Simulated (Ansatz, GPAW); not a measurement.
**STM contrast on Si/Ca(100)**

What would a tunnelling microscope show on Si/Ca(100)?

Main program and level: GPAW 26.7.0 and Ansatz 0.2.0; GPAW, PAW setups; slab in vacuum, in the first sound run; inputs show where later runs differ.

## 1. Starting point

The cell holds 5 atoms: 4 Ca and 1 Si. Cell: a = 3.946 Å, b = 3.946 Å, c = 27.383 Å, α = 90.0°, β = 90.0°, γ = 90.0°. Vacuum lies along c.

## 2. Relaxing the atoms

The atoms are relaxed first, since the surface dipole, and with it the work function, follows the positions of the outer layers. The lowest 2 atoms are held at bulk positions and keep their forces.

File run.py:

```python
import json
import numpy as np
from ase import Atoms
from ase.constraints import FixAtoms
from ase.optimize import BFGS
from gpaw import GPAW, PW

slab = Atoms(
    ['Ca', 'Ca', 'Ca', 'Ca', 'Si'],
    positions=[
        [1.97283, 1.97283, 8.00000],
        [0.00000, 0.00000, 10.79000],
        [1.97283, 1.97283, 13.58000],
        [0.00000, 0.00000, 16.37000],
        [0.00000, 0.00000, 19.38350]],
    cell=[[3.94566, 0.0, 0.0], [0.0, 3.94566, 0.0], [0.0, 0.0, 27.3835]],
    pbc=[True, True, False])

slab.calc = GPAW(mode=PW(400), xc='PBE', kpts={'size': (8, 8, 1), 'gamma': True},
                 occupations={'name': 'fermi-dirac', 'width': 0.1}, nbands='140%',
                 convergence={'density': 0.0001}, maxiter=200,
                 poissonsolver={'dipolelayer': 'xy'},
                 symmetry={'tolerance': 1e-3, 'extra_ids': [1, 1, 0, 0, 0]}, txt='slab.txt')
result = {}
slab.set_constraint(FixAtoms([0, 1]))
path = []
opt = BFGS(slab, maxstep=0.2)
opt.attach(lambda: path.append((slab.get_potential_energy(), slab.positions.tolist(), slab.get_forces().tolist())))
result['relaxed'] = bool(opt.run(fmax=0.05, steps=30))
result['path'] = path
energy = slab.get_potential_energy()
fermi = slab.calc.get_fermi_level()
v = slab.calc.get_electrostatic_potential().mean((0, 1)) - fermi
n = slab.calc.get_pseudo_density().mean((0, 1))
L = slab.cell[2, 2]
z = np.arange(len(v)) * L / len(v)
low, high = slab.positions[:, 2].min(), slab.positions[:, 2].max()
below, above = np.interp([low - 5.8, high + 5.8], z, v)
slopes = [np.interp(x, z, np.gradient(v, z)) for x in (low - 5.8, high + 5.8)]
eps = np.array([[slab.calc.get_eigenvalues(k, s) for k in range(len(slab.calc.get_ibz_k_points()))]
                for s in range(slab.calc.get_number_of_spins())]) - fermi
top, bottom = eps[eps < 0].max(), eps[eps > 0].min()
dipole = slab.get_dipole_moment()[2]
print(f'energy {energy:.4f} eV, Fermi level {fermi:.4f} eV, dipole {dipole:.5f} e A')
print(f'potential 5.8 A off the faces, from the Fermi level: lower {below:.4f} eV, upper {above:.4f} eV')
print(f'slope of the potential there: lower {slopes[0]:.5f}, upper {slopes[1]:.5f} eV/A')
print(f'nearest levels on the mesh: {top:.4f} and {bottom:.4f} eV')
print('magnetic moment', round(slab.get_magnetic_moment(), 3))
result.update(energy=energy, fermi=fermi, dipole=dipole, below=below, above=above, slopes=slopes, edges=[top, bottom],
              z=z.tolist(), v=v.tolist(), n=n.tolist(), positions=slab.positions.tolist(),
              forces=slab.get_forces(apply_constraint=False).tolist(), moments=slab.get_magnetic_moments().tolist())
json.dump(result, open('result.json', 'w'))
```

The run is started by

```console
OMP_NUM_THREADS=1 OPENBLAS_NUM_THREADS=1 python run.py
```

What it wrote:

```text
Step          Energy          fmax
BFGS:    0      -10.024974        0.295452
BFGS:    1      -10.027129        0.273312
BFGS:    2      -10.040982        0.035552
energy -9.9213 eV, Fermi level -0.5612 eV, dipole -0.19556 e A
potential 5.8 A off the faces, from the Fermi level: lower 2.7825 eV, upper 5.0526 eV
slope of the potential there: lower -0.00081, upper 0.00006 eV/A
nearest levels on the mesh: -0.0015 and 0.0037 eV
magnetic moment 0.0
```

The job ended after 2.5 min (1 thread of Intel Xeon Platinum 8488C (Sapphire Rapids), shared host; peak memory 0.3 GiB).

Step by step:

| step | energy less that of the first step (eV) | largest force (eV/Å) |
| --- | --- | --- |
| 1 | 0.0000 | 0.2955 |
| 2 | -0.0023 | 0.2733 |
| 3 | -0.0174 | 0.0356 |

The atoms that moved most (Å):

| atom | dx | dy | dz | length |
| --- | --- | --- | --- | --- |
| Ca4 | 0.000 | 0.000 | 0.062 | 0.062 |
| Si5 | 0.000 | 0.000 | -0.054 | 0.054 |
| Ca3 | 0.000 | 0.000 | -0.017 | 0.017 |

The relaxed structure:

```xyz
5
Lattice="3.9457 0.0000 0.0000 0.0000 3.9457 0.0000 0.0000 0.0000 27.3835" Properties=species:S:1:pos:R:3
Ca    1.9728    1.9728    8.0000
Ca    0.0000    0.0000   10.7900
Ca    1.9728    1.9728   13.5633
Ca    0.0000    0.0000   16.4324
Si    0.0000    0.0000   19.3297
```

This step gave:

| Quantity | Value |
| --- | --- |
| dipole along the normal | -0.1956 e·Å |
| levels nearest the Fermi level on the mesh | -0.001483, 0.003699 eV from the Fermi level |
| upper work function | 5.053 eV |
| lower work function | 2.783 eV |

The electrostatic potential energy of an electron (without an applied field's), less the Fermi level, planar mean oscillates, so the rows of the table below give means over windows of 2.94 Å about each position, cut where the curve ends. Its maxima inside the range that stand out by 2 % of the span (Å: eV): 9.4: 0.794, 12.2: 0.692, 15.0: 0.970, 18.1: 3.09, 25.6: 5.05. Its minima: 8.0: -9.93, 10.8: -9.60, 13.6: -9.68, 16.5: -9.89, 19.4: -6.04.

Table of electrostatic potential energy of an electron (without an applied field's), less the Fermi level, planar mean by z; means over each step:

| z (Å) | electrostatic potential energy of an electron (without an applied field's), less the Fermi level, planar mean (eV) |
| --- | --- |
| 1.47 | 2.85 |
| 4.41 | 2.69 |
| 7.35 | -2.80 |
| 10.29 | -3.01 |
| 13.23 | -3.03 |
| 16.17 | -2.88 |
| 19.11 | -0.0618 |
| 22.05 | 4.90 |
| 24.99 | 5.05 |

The pseudo valence density, planar mean oscillates, so the rows of the table below give means over windows of 2.78 Å about each position, cut where the curve ends. Its maxima inside the range that stand out by 2 % of the span (Å: e/Å³): 7.9: 0.594, 10.7: 0.590, 13.5: 0.592, 16.5: 0.599, 18.8: 0.123, 19.7: 0.118. Its minima: 9.4: 0.0554, 12.2: 0.0547, 15.0: 0.0533, 17.8: 0.0529, 19.3: 0.103.

Pseudo valence density, planar mean against z; means over each step:

| z (Å) | pseudo valence density, planar mean (e/Å³) |
| --- | --- |
| 1.39 | 5.2e-6 |
| 4.17 | 0.00102 |
| 6.95 | 0.177 |
| 9.73 | 0.230 |
| 12.51 | 0.232 |
| 15.29 | 0.216 |
| 18.07 | 0.119 |
| 20.85 | 0.0411 |
| 23.63 | 9.1e-5 |
| 26.41 | 0 |

The relaxation lowered the energy of the cell by 0.0174 eV (energies extrapolated to zero smearing; the optimiser's log prints free energies). The largest force left on a free atom is 0.036 eV/Å.

## 3. The slab's potential

The work function is the vacuum plateau of the electrostatic potential less the Fermi level; a dipole layer lets the two faces have plateaus of their own.

run.py: that of step 2 with these lines changed.

```diff
@@ -3,4 +3,3 @@
 from ase import Atoms
-from ase.constraints import FixAtoms
-from ase.optimize import BFGS
+from ase.dft.stm import STM
 from gpaw import GPAW, PW
@@ -12,5 +11,5 @@
         [0.00000, 0.00000, 10.79000],
-        [1.97283, 1.97283, 13.58000],
-        [0.00000, 0.00000, 16.37000],
-        [0.00000, 0.00000, 19.38350]],
+        [1.97283, 1.97283, 13.56326],
+        [-0.00000, 0.00000, 16.43245],
+        [0.00000, 0.00000, 19.32972]],
     cell=[[3.94566, 0.0, 0.0], [0.0, 3.94566, 0.0], [0.0, 0.0, 27.3835]],
@@ -20,12 +19,6 @@
                  occupations={'name': 'fermi-dirac', 'width': 0.1}, nbands='140%',
-                 convergence={'density': 0.0001}, maxiter=200,
+                 convergence={'density': 1e-05}, maxiter=200,
                  poissonsolver={'dipolelayer': 'xy'},
-                 symmetry={'tolerance': 1e-3, 'extra_ids': [1, 1, 0, 0, 0]}, txt='slab.txt')
+                 symmetry={'tolerance': 1e-3}, txt='slab.txt')
 result = {}
-slab.set_constraint(FixAtoms([0, 1]))
-path = []
-opt = BFGS(slab, maxstep=0.2)
-opt.attach(lambda: path.append((slab.get_potential_energy(), slab.positions.tolist(), slab.get_forces().tolist())))
-result['relaxed'] = bool(opt.run(fmax=0.05, steps=30))
-result['path'] = path
 energy = slab.get_potential_energy()
@@ -51,2 +44,16 @@
               forces=slab.get_forces(apply_constraint=False).tolist(), moments=slab.get_magnetic_moments().tolist())
+
+# Images need the states of the whole zone, up to time reversal
+slab.calc = slab.calc.fixed_density(symmetry={'point_group': False}, txt='states.txt',
+                                    convergence={'bands': 'CBM+0.8'})
+stm = STM(slab)
+result['stm'] = []
+for bias in [-0.5, 0.5]:
+    height = high + 4.0
+    current = stm.get_averaged_current(bias, height)
+    x, y, h = stm.scan(bias, current)
+    i, f = divmod(height / L * stm.ldos.shape[2], 1)
+    I = abs((1 - f) * stm.ldos[:, :, int(i)] + f * stm.ldos[:, :, int(i) + 1])
+    print(f'bias {bias} V: mean current at 4.0 A {current:.4e}, corrugation {np.ptp(h):.4f} A')
+    result['stm'].append(dict(bias=bias, current=current, h=(h - high).tolist(), I=I.tolist()))
 json.dump(result, open('result.json', 'w'))
```

What it wrote:

```text
energy -9.9213 eV, Fermi level -0.5611 eV, dipole -0.19533 e A
potential 5.8 A off the faces, from the Fermi level: lower 2.7822 eV, upper 5.0523 eV
slope of the potential there: lower -0.00082, upper 0.00007 eV/A
nearest levels on the mesh: -0.0015 and 0.0037 eV
magnetic moment 0.0
bias -0.5 V: mean current at 4.0 A 1.6620e-05, corrugation 0.3721 A
bias 0.5 V: mean current at 4.0 A 8.4282e-06, corrugation 0.8822 A
```

The job ended after 5.7 min (1 thread; peak memory 0.53 GiB).

Numbers from this step:

```yaml
dipole_along_the_normal: -0.1953 e·Å
levels_nearest_the_fermi_level_on_the_mesh: -0.001505, 0.003702 eV from the Fermi level
upper_work_function: 5.052 eV
lower_work_function: 2.782 eV
corrugation_minus_0p5: 0.3721 Å
corrugation_0p5: 0.8822 Å
```

The electrostatic potential energy of an electron (without an applied field's), less the Fermi level, planar mean oscillates, so the rows of the table below give means over windows of 2.94 Å about each position, cut where the curve ends. Its maxima inside the range that stand out by 2 % of the span (Å: eV): 9.4: 0.794, 12.2: 0.693, 15.0: 0.970, 18.1: 3.09, 26.8: 5.05. Its minima: 8.0: -9.93, 10.8: -9.60, 13.6: -9.68, 16.5: -9.89, 19.4: -6.05.

Electrostatic potential energy of an electron (without an applied field's), less the Fermi level, planar mean against z; means over each step:

z (Å), electrostatic potential energy of an electron (without an applied field's), less the Fermi level, planar mean (eV) and a bar from the least value:
```
     1.47       2.85 ######################
     4.41       2.69 #####################
     7.35      -2.80 #
    10.29      -3.01 
    13.23      -3.03 
    16.17      -2.88 #
    19.11      -0.06 ###########
    22.05       4.90 #############################
    24.99       5.05 ##############################
```

The pseudo valence density, planar mean oscillates, so the rows of the table below give means over windows of 2.78 Å about each position, cut where the curve ends. Its maxima inside the range that stand out by 2 % of the span (Å: e/Å³): 7.9: 0.594, 10.7: 0.590, 13.5: 0.592, 16.5: 0.599, 18.8: 0.123, 19.7: 0.118. Its minima: 9.4: 0.0554, 12.2: 0.0547, 15.0: 0.0533, 17.8: 0.0529, 19.3: 0.103.

Pseudo valence density, planar mean against z; means over each step:

| z (Å) | pseudo valence density, planar mean (e/Å³) |
| --- | --- |
| 1.39 | 5.2e-6 |
| 4.17 | 0.00102 |
| 6.95 | 0.177 |
| 9.73 | 0.230 |
| 12.51 | 0.232 |
| 15.29 | 0.216 |
| 18.07 | 0.119 |
| 20.85 | 0.0411 |
| 23.63 | 9.1e-5 |
| 26.41 | 0 |

Tip height over the top atom over a1 and a2. Sample bias -0.5 V, constant current at the mean current 4.0 Å over the top atom.

Ten even steps from '0' (3.79 Å) to '9' (4.16 Å):
```
99998776555556778999
99988765544455678899
99887765444445677889
88877654433344567788
87776544333334456777
77665443222223445667
66554432211122344556
55544322100012234455
55443321000001233445
55443321000001233445
55443321000001233445
55544322100012234455
66554432211122344556
77665443222223445667
87776544333334456777
88877654433344567788
99887765444445677889
99988765544455678899
99998776555556778999
99998876555556788999
```
Columns: a1 from 0 to 0.95; rows upwards: a2 from 0 to 0.95.

Local density of states summed over the bias window over a1 and a2. Sample bias -0.5 V, constant height 4.0 Å over the top atom.

Ten even steps from '0' (1.06 × 1e-5 arbitrary) to '9' (2.46 × 1e-5 arbitrary):
```
99987654433344567899
99887654333334567889
88876544322234456788
77765543222223455677
66655432211122345566
55544322111112234455
44443221100011223444
44332211000001122334
33322110000000112233
33322110000000112233
33322110000000112233
44332211000001122334
44443221100011223444
55544322111112234455
66655432211122345566
77765543222223455677
88876544322234456788
99887654333334567889
99987654433344567899
99987654433344567899
```
Columns: a1 from 0 to 0.95; rows upwards: a2 from 0 to 0.95.

Tip height over the top atom over a1 and a2. Sample bias 0.5 V, constant current at the mean current 4.0 Å over the top atom.

Ten even steps from '_' (3.41 Å) to '@' (4.29 Å):
```
@@@@@@@@%%%%##****++++++****##%%%%@@@@@@
@@@@@@@@%%%%##****++++++****##%%%%@@@@@@
@@@@@@%%%%####**++++++++++**####%%%%@@@@
%%%%%%%%####**++++======++++**####%%%%%%
%%%%%%####****++==------==++****####%%%%
########****++==----::----==++****######
##******++++==--::::..::::--==++++******
******++++==--::..........::--==++++****
++++++++==----::..______..::----==++++++
++++++++==--::....______....::--==++++++
++++++++==----::..______..::----==++++++
******++++==--::..........::--==++++****
##******++++==--::::..::::--==++++******
########****++==----::----==++****######
%%%%%%####****++==------==++****####%%%%
%%%%%%%%####**++++======++++**####%%%%%%
@@@@@@%%%%####**++++++++++**####%%%%@@@@
@@@@@@@@%%%%##****++++++****##%%%%@@@@@@
@@@@@@@@%%%%##****++++++****##%%%%@@@@@@
@@@@@@@@%%%%####**++++++**####%%%%@@@@@@
```
Columns: a1 from 0 to 0.95; rows upwards: a2 from 0 to 0.95.

Local density of states summed over the bias window over a1 and a2. Sample bias 0.5 V, constant height 4.0 Å over the top atom.

Ten even steps from '0' (0.24 × 1e-5 arbitrary) to '9' (1.83 × 1e-5 arbitrary):
```
99987654322234567899
99876543322233456789
88776543222223456778
77665432211122345667
66554322111112234556
55443221110111223445
44332211000001122334
33322110000000112233
22221110000000111222
22221100000000011222
22221110000000111222
33322110000000112233
44332211000001122334
55443221110111223445
66554322111112234556
77665432211122345667
88776543222223456778
99876543322233456789
99987654322234567899
99987654322234567899
```
Columns: a1 from 0 to 0.95; rows upwards: a2 from 0 to 0.95.

Force by atom:

| atom | x (eV/Å) | y (eV/Å) | z (eV/Å) | size |
| --- | --- | --- | --- | --- |
| Ca1 | 0.000 | 0.000 | 0.122 | 0.122 |
| Ca2 | 0.000 | 0.000 | -0.103 | 0.103 |
| Ca3 | 0.000 | 0.000 | 0.003 | 0.003 |
| Ca4 | 0.000 | 0.000 | -0.036 | 0.036 |
| Si5 | 0.000 | 0.000 | 0.014 | 0.014 |

The potential is flat to 8.2e-4 eV/Å where it is read, so the vacuum is wide enough.

(Continued in part 2 of 3.)

[Logs are printed without paths, hosts, clocks, repeated set-up lines and the standing remarks that a program may print on its own settings, such as how far it seeks lower states.]

[Hosts, paths, dates, database ids (printed as entryN), source tags and the programs' standing remarks are cut or masked in the printed files.]
